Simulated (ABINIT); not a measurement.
# Beyond one shot: AlGaN2 (P3m1), part 3 of 3

How far does self-consistency move the gap of AlGaN2 (P3m1)?

ABINIT 10.8.3; LDA and many-body steps on it, plane waves. Known limits of the many-body steps: not at the basis limit; no spin-orbit coupling; coarse k mesh.

So far. Step 11 (QSGW, cycle 3): Against the cycle before, the gap moves by +0.058 eV.

## (14) QSGW, cycle 4

This step: QSGW on LDA, plane waves, norm-conserving pseudopotentials.

run.abi

```
acell 3*1.0 Angstrom
rprim 
  3.145282644058 -0.000000000015 0.000000000000
  -1.572641322016 2.723894671844 0.000000000000
  0.000000000000 0.000000000000 5.096893730000
ntypat 3
znucl 13 31 7
natom 4
typat 1 2 3 3
xred 
  0.000000000000 0.000000000000 0.999263770000
  0.666666666667 0.333333333333 0.497174210000
  0.666666666667 0.333333333333 0.111803640000
  0.000000000000 0.000000000000 0.628158390000
pp_dirpath "pseudos"
pseudos "Al.upf, Ga.upf, N.upf"
ecut 45
ngkpt 3 3 2
nshiftk 1
shiftk 0 0 0
kptopt 1
chksymbreak 0
istwfk *1
occopt 1
irdwfk 1
optdriver 4
nband 34
gwcalctyp 28
ecutsigx 45
symsigma 0
nkptgw 6
kptgw 
  0.0000000000 0.0000000000 0.0000000000
  0.3333333333 0.0000000000 0.0000000000
  0.3333333333 0.3333333333 0.0000000000
  0.0000000000 0.0000000000 0.5000000000
  0.3333333333 0.0000000000 0.5000000000
  0.3333333333 0.3333333333 0.5000000000
bdgw 
  12 23
  12 23
  12 23
  12 23
  12 23
  12 23
ecuteps 3.2
irdscr 1
ppmodel 1
irdqps 1
rhoqpmix 0.3
indata_prefix "in"
outdata_prefix "out"
tmpdata_prefix "tmp"
```

Run with:

```bash
$ OMP_NUM_THREADS=1 mpirun -n 4 abinit run.abi > log
```

Numbers of over 12 decimals in the logs are rounded to 6 here.

The log of the run:

```text
.Version 10.8.3 of ABINIT. v10.8.2 released Aug 2026.

 Symmetries : space group P3 m 1 (#156); Bravais hP (primitive hexag.)
[... echo of the input left out ...]
== DATASET  1 ==================================================================
-   mpi_nproc: 4, omp_nthreads: 1 (-1 if OMP is not activated)

--- !DatasetInfo
iteration_state: {dtset: 1, }
dimensions: {natom: 4, nkpt: 6, mband: 34, nsppol: 1, nspinor: 1, nspden: 1, mpw: 4266, }
cutoff_energies: {ecut:  45.0, pawecutdg:  -1.0, }
[...]
.  kptgw no:  4; Maximum DeltaE = (   0.008   0.000) for band index: 10
.  kptgw no:  5; Maximum DeltaE = (   0.017  -0.000) for band index:  7
.  kptgw no:  6; Maximum DeltaE = (  -0.011   0.000) for band index: 12

== END DATASET(S) ==============================================================
================================================================================

 -outvars: echo values of variables after computation  --------
           etotal      0.0000000000E+00
            nband          34
             nkpt           6
          spgroup         156
 [... the other variables as echoed above ...]

 Calculation completed.
```

It took 13 s on 4 MPI ranks of Intel Xeon Platinum 8559C (Emerald Rapids), shared host; peak memory 0.76 GiB.

This step gave:

```yaml
quasiparticle_gap_on_the_mesh: 4.758 eV
gap_of_the_density_functional_on_the_mesh: 2.908 eV
k_of_the_valence_top: 0, 0, 0
k_of_the_conduction_bottom: 0, 0, 0
least_direct_quasiparticle_gap_on_the_computed_points: 4.758 eV
```

Against the cycle before, the gap moves by +0.015 eV.

## (15) Screening, 3×3×2 mesh, 34 bands, screening to 87.1 eV

This step: RPA screening on LDA, plane waves, norm-conserving pseudopotentials.

run.abi

```
acell 3*1.0 Angstrom
rprim 
  3.145282644058 -0.000000000015 0.000000000000
  -1.572641322016 2.723894671844 0.000000000000
  0.000000000000 0.000000000000 5.096893730000
ntypat 3
znucl 13 31 7
natom 4
typat 1 2 3 3
xred 
  0.000000000000 0.000000000000 0.999263770000
  0.666666666667 0.333333333333 0.497174210000
  0.666666666667 0.333333333333 0.111803640000
  0.000000000000 0.000000000000 0.628158390000
pp_dirpath "pseudos"
pseudos "Al.upf, Ga.upf, N.upf"
ecut 45
ngkpt 3 3 2
nshiftk 1
shiftk 0 0 0
kptopt 1
chksymbreak 0
istwfk *1
occopt 1
irdwfk 1
optdriver 3
nband 34
ecuteps 3.2
inclvkb 2
awtr 1
symchi 1
gwcalctyp 28
mbpt_sciss 2.164 eV
nqptdm 1
qptdm 
  0 0 0
indata_prefix "in"
outdata_prefix "out"
tmpdata_prefix "tmp"
```

The log of the run:

```text
.Version 10.8.3 of ABINIT. v10.8.2 released Aug 2026.

 Symmetries : space group P3 m 1 (#156); Bravais hP (primitive hexag.)
[... echo of the input left out ...]
== DATASET  1 ==================================================================
-   mpi_nproc: 4, omp_nthreads: 1 (-1 if OMP is not activated)

--- !DatasetInfo
iteration_state: {dtset: 1, }
dimensions: {natom: 4, nkpt: 6, mband: 34, nsppol: 1, nspinor: 1, nspden: 1, mpw: 4266, }
cutoff_energies: {ecut:  45.0, pawecutdg:  -1.0, }
[...]
[... chi0 elements left out ...]
 For q-point:  0.000010 0.000020 0.000030
  dielectric constant =   5.1101
  dielectric constant without local fields =   5.4134

  Average fulfillment of the sum rule on Im[epsilon] for q-point    1 :     22.11  [%]
[... wings left out ...]
== END DATASET(S) ==============================================================
================================================================================

 -outvars: echo values of variables after computation  --------
           etotal      0.0000000000E+00
            nband          34
             nkpt           6
          spgroup         156
 [... the other variables as echoed above ...]

 Calculation completed.
```

Run time: 3.6 s. Hardware: 4 MPI ranks; peak memory 0.51 GiB.

This step gave:

```
ε∞ with local fields, on this mesh, along the program's q direction : 5.110
the same without local fields                                       : 5.413
plasma frequency                                                    : 32.77 eV
plane waves in the screening matrix                                 : 97
```

This screening uses the functional's bands under a rigid shift, the mean opening of the cycle before.

## (16) Screening, 3×3×2 mesh, 34 bands, screening to 87.1 eV

This step: RPA screening on LDA from quasiparticle energies and orbitals, plane waves, norm-conserving pseudopotentials.

run.abi: that of step 15 with these lines changed.

```diff
@@ -31,7 +31,11 @@
 symchi 1
+irdqps 1
 gwcalctyp 28
-mbpt_sciss 2.164 eV
-nqptdm 1
+nqptdm 5
 qptdm 
-  0 0 0
+  0.3333333333 0.0000000000 0.0000000000
+  0.3333333333 0.3333333333 0.0000000000
+  0.0000000000 0.0000000000 0.5000000000
+  0.3333333333 0.0000000000 0.5000000000
+  0.3333333333 0.3333333333 0.5000000000
 indata_prefix "in"
```

mrgscr.stdin

```
2
merged
q0_SCR
out_SCR
1
```

Run with:

```bash
$ OMP_NUM_THREADS=1 mpirun -n 4 abinit run.abi > log; mrgscr < mrgscr.stdin
```

The log of the run:

```text
.Version 10.8.3 of ABINIT. v10.8.2 released Aug 2026.

 Symmetries : space group P3 m 1 (#156); Bravais hP (primitive hexag.)
[... echo of the input left out ...]
== DATASET  1 ==================================================================
-   mpi_nproc: 4, omp_nthreads: 1 (-1 if OMP is not activated)

--- !DatasetInfo
iteration_state: {dtset: 1, }
dimensions: {natom: 4, nkpt: 6, mband: 34, nsppol: 1, nspinor: 1, nspden: 1, mpw: 4266, }
cutoff_energies: {ecut:  45.0, pawecutdg:  -1.0, }
[...]
q-point number  1        q = ( 0.333333, 0.000000, 0.000000) [r.l.u.]
--------------------------------------------------------------------------------
[... chi0 elements left out ...]
  Average fulfillment of the sum rule on Im[epsilon] for q-point    2 :     28.62  [%]

--------------------------------------------------------------------------------
  q-point number  2        q = ( 0.333333, 0.333333, 0.000000) [r.l.u.]
--------------------------------------------------------------------------------
[... chi0 elements left out ...]
  Average fulfillment of the sum rule on Im[epsilon] for q-point    3 :     23.85  [%]

 [... 3 further q-points ...]
```

Run time: 4 s. Hardware: 4 MPI ranks; peak memory 0.45 GiB; 15 s of CPU time.

This step gave:

```
plasma frequency                    : 32.77 eV
plane waves in the screening matrix : 97
```

This screening reads the quasiparticle levels of the cycle before.

## (17) QSGW, cycle 5

This step: QSGW on LDA, plane waves, norm-conserving pseudopotentials.

run.abi: that of step 16 with these lines changed.

```diff
@@ -25,12 +25,10 @@
 irdwfk 1
-optdriver 3
+optdriver 4
 nband 34
-ecuteps 3.2
-inclvkb 2
-awtr 1
-symchi 1
-irdqps 1
 gwcalctyp 28
-nqptdm 5
-qptdm 
+ecutsigx 45
+symsigma 0
+nkptgw 6
+kptgw 
+  0.0000000000 0.0000000000 0.0000000000
   0.3333333333 0.0000000000 0.0000000000
@@ -40,2 +38,14 @@
   0.3333333333 0.3333333333 0.5000000000
+bdgw 
+  12 23
+  12 23
+  12 23
+  12 23
+  12 23
+  12 23
+ecuteps 3.2
+irdscr 1
+ppmodel 1
+irdqps 1
+rhoqpmix 0.3
 indata_prefix "in"
```

Run with:

```bash
$ OMP_NUM_THREADS=1 mpirun -n 4 abinit run.abi > log
```

The log of the run:

```text
.Version 10.8.3 of ABINIT. v10.8.2 released Aug 2026.

 Symmetries : space group P3 m 1 (#156); Bravais hP (primitive hexag.)
[... echo of the input left out ...]
== DATASET  1 ==================================================================
-   mpi_nproc: 4, omp_nthreads: 1 (-1 if OMP is not activated)

--- !DatasetInfo
iteration_state: {dtset: 1, }
dimensions: {natom: 4, nkpt: 6, mband: 34, nsppol: 1, nspinor: 1, nspden: 1, mpw: 4266, }
cutoff_energies: {ecut:  45.0, pawecutdg:  -1.0, }
[...]
.  kptgw no:  4; Maximum DeltaE = (   0.006   0.000) for band index:  8
.  kptgw no:  5; Maximum DeltaE = (   0.009   0.000) for band index:  7
.  kptgw no:  6; Maximum DeltaE = (   0.003   0.000) for band index:  1

== END DATASET(S) ==============================================================
================================================================================

 -outvars: echo values of variables after computation  --------
           etotal      0.0000000000E+00
            nband          34
             nkpt           6
          spgroup         156
 [... the other variables as echoed above ...]

 Calculation completed.
```

Wall time 13 s (4 MPI ranks); peak memory 0.76 GiB; 50 s of CPU time.

This step gave:

```yaml
quasiparticle_gap_on_the_mesh: 4.759 eV
gap_of_the_density_functional_on_the_mesh: 2.908 eV
k_of_the_valence_top: 0, 0, 0
k_of_the_conduction_bottom: 0, 0, 0
least_direct_quasiparticle_gap_on_the_computed_points: 4.759 eV
```

Against the cycle before, the gap moves by +0.001 eV.

## (18) Side by side

Times are wall times on 4 MPI ranks of Intel Xeon Platinum 8559C (Emerald Rapids), shared host, good to a factor of about two. A run's time includes the screening step that it read.

```csv
run,mesh,bands,screening cutoff (eV),DFT gap (eV),gap on the mesh (eV),direct (eV),ε∞ used,time
G0W0,3×3×2,34,87.1,2.908,4.224,4.224,6.47,8.6 s
"QSGW, cycle 1",3×3×2,34,87.1,2.908,4.454,4.454,6.47,18 s
"QSGW, cycle 2",3×3×2,34,87.1,2.908,4.685,4.685,5.26,21 s
"QSGW, cycle 3",3×3×2,34,87.1,2.908,4.743,4.743,5.15,21 s
"QSGW, cycle 4",3×3×2,34,87.1,2.908,4.758,4.758,5.12,21 s
"QSGW, cycle 5",3×3×2,34,87.1,2.908,4.759,4.759,5.11,20 s
```

## (19) What came out

```
G0W0          : 4.224 eV
QSGW, cycle 1 : 4.454 eV
QSGW, cycle 2 : 4.685 eV
QSGW, cycle 3 : 4.743 eV
QSGW, cycle 4 : 4.758 eV
QSGW, cycle 5 : 4.759 eV
known limits  : not at the basis limit; no spin-orbit coupling; coarse k mesh
```

Only the bands that the input lists are updated; the others, empty or deep, keep the functional's energies or take a rigid shift. QSGW ends at 4.76 eV, +0.53 eV from G0W0, after 5 cycles that took 96 s beside the first screening; the last moved the gap by 0.001 eV. Bands and cutoff are finite, so the gap is not at the basis limit. The miss can reach some tenths of an eV and take either sign; the mesh is an error of its own. The 3×3×2 mesh is coarse for this cell, which bears on the long-range parts of exchange and screening. In the updated screening the q = 0 part is built from Kohn-Sham bands under a rigid shift, the other q from the quasiparticle levels. The many-body steps are scalar-relativistic: spin-orbit coupling is not in them.

[Paths, hosts, dates, memory and timing lines, banners, echoed tables and standing remarks are left out of the program output.]

[Logs are printed without paths, hosts, clocks, repeated set-up lines and the standing remarks that a program may print on its own settings, such as how far it seeks lower states.]

[Runs of the session that timed out or met a known fault of the program may be left out.]

[Hosts, paths, dates, database ids (printed as entryN), source tags and the programs' standing remarks are cut or masked in the printed files.]

[G0W0 gaps are taken among the corrected bands and points alone; a level outside them can change the order at an edge.]

[Where Ansatz stands beside ABINIT at settings called matched, ABINIT's density can come from a denser mesh and the files from another edition; pairs whose starting gaps differed by over 0.03 eV were left out, so agreement reads better than it is.]
